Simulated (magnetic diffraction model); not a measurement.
## Solving a magnetic structure from powder neutron data: Er3Be4Si4

Space group Immm (no. 71), a = 4.0300 Å, b = 6.5320 Å, c = 13.2640 Å.

```
site  atom    x       y       z
  4i    Er  1/2     1/2  0.6277
  2d    Er    0     1/2       0
  4h    Si  1/2  0.1888       0
  4j    Si  1/2       0  0.7160
  8l    Be  1/2  0.7024  0.8284
```

This is a made-up structure (elements placed in a structure type, unrelaxed), so the numbers test the method and describe no known phase.

Only Er is taken to order (form factors of Er3+); orders and moment sizes are assumed, and not adapted to the symmetry. Radiation: neutrons of λ = 1.8 Å, 3° to 45°; isotropic B of 0.14 Å² (Er), 0.21 Å² (Si) and 0.29 Å² (Be). The intensities are simulated: I ∝ L Σ (|F_N|² + |F_M⊥|²) for unpolarised neutrons, with F_M = 2.695 fm/μB × Σ f(s) S exp(2πi Q·r) exp(−B s²) at Q = H ± k (one set where k and −k are equivalent), only the part normal to Q counting and L = 1/(sin²θ cos θ). For collinear order S is the moment m, which repeats by lattice and centring translations R with the sign exp(−2πi k·R). Form factors are spin-only for 3d ions and dipole or tabulated for f ions, scattering lengths are Sears's of 1992, and absorption is left out. A label names one of the reflections at its angle. The strongest nuclear line in the range is 100, and lines under 0.2 are left out.

Above the ordering temperature:

```tsv
2θ (°)	index	I
15.60	(0 0 2)	9.7
27.00	(1 0 1)	0.5
28.46	(0 1 3)	0.3
30.43	(1 1 0)	1.9
31.50	(0 0 4)	1.1
34.37	(1 1 2)	7.9
35.18	(1 0 3)	9.2
35.78	(0 2 2)	2.9
42.34	(1 2 1)	100.0
42.96	(0 1 5)	25.3
44.36	(1 1 4)	78.2
```

Below it (cell unchanged):

| 2θ (°) | I |
| --- | --- |
| 15.60 | 12.6 |
| 17.67 | 221.0 |
| 27.00 | 3.0 |
| 28.46 | 1.8 |
| 30.43 | 127.3 |
| 31.50 | 6.3 |
| 31.99 | 6.6 |
| 34.37 | 22.9 |
| 35.18 | 44.9 |
| 35.78 | 12.6 |
| 42.34 | 102.0 |
| 42.96 | 25.5 |
| 44.36 | 84.5 |

**Question.** Find the propagation vector, then choose among these models:
A. collinear moments along [100], 6.2 μB on Er; signs + at (1/2, 1/2, 0.6277), + at (0, 0, 0.8723), − at (0, 1/2, 0)
B. collinear moments along [101], 6.2 μB on Er; signs + at (1/2, 1/2, 0.6277), + at (0, 0, 0.8723), − at (0, 1/2, 0)
C. collinear moments along [101], 6.2 μB on Er; signs + at (1/2, 1/2, 0.6277), − at (0, 0, 0.8723), + at (0, 1/2, 0)
D. collinear moments along [100], 6.2 μB on Er; signs + at (1/2, 1/2, 0.6277), − at (0, 0, 0.8723), + at (0, 1/2, 0)

No line moves, and magnetic intensity falls on nuclear lines such as the one at 30.43°; new lines at (0 1 1) and (0 2 0) have whole indices that obey the lattice centring, at places with no nuclear intensity to speak of, so the magnetic cell equals the chemical primitive cell: k = 0.

Magnetic intensity, observed (below minus above) and for each model:

| 2θ (°) | index | observed | A | B | C | D |
| --- | --- | --- | --- | --- | --- | --- |
| 15.60 | (0 0 2) | 2.9 | 34.8 | 2.9 | 12.9 | 152.2 |
| 17.67 | (0 1 1) | 221.0 | 269.1 | 221.0 | 118.7 | 144.5 |
| 27.00 | (1 0 1) | 2.5 | 0.2 | 2.5 | 49.9 | 5.0 |
| 28.46 | (0 1 3) | 1.5 | 4.0 | 1.5 | 17.9 | 48.0 |
| 30.43 | (1 1 0) | 125.4 | 36.8 | 125.4 | 13.9 | 4.1 |
| 31.50 | (0 0 4) | 5.2 | 61.7 | 5.2 | 0.6 | 7.0 |
| 34.37 | (1 1 2) | 14.9 | 8.4 | 14.9 | 85.9 | 48.5 |
| 35.78 | (0 2 2) | 9.7 | 11.8 | 9.7 | 42.5 | 51.7 |

Model B matches.

The structure used: k = (0 0 0), collinear moments along [101], 6.2 μB on Er; signs + at (1/2, 1/2, 0.6277), + at (0, 0, 0.8723), − at (0, 1/2, 0).

[Logs are printed without paths, hosts, clocks, repeated set-up lines and the standing remarks that a program may print on its own settings, such as how far it seeks lower states.]
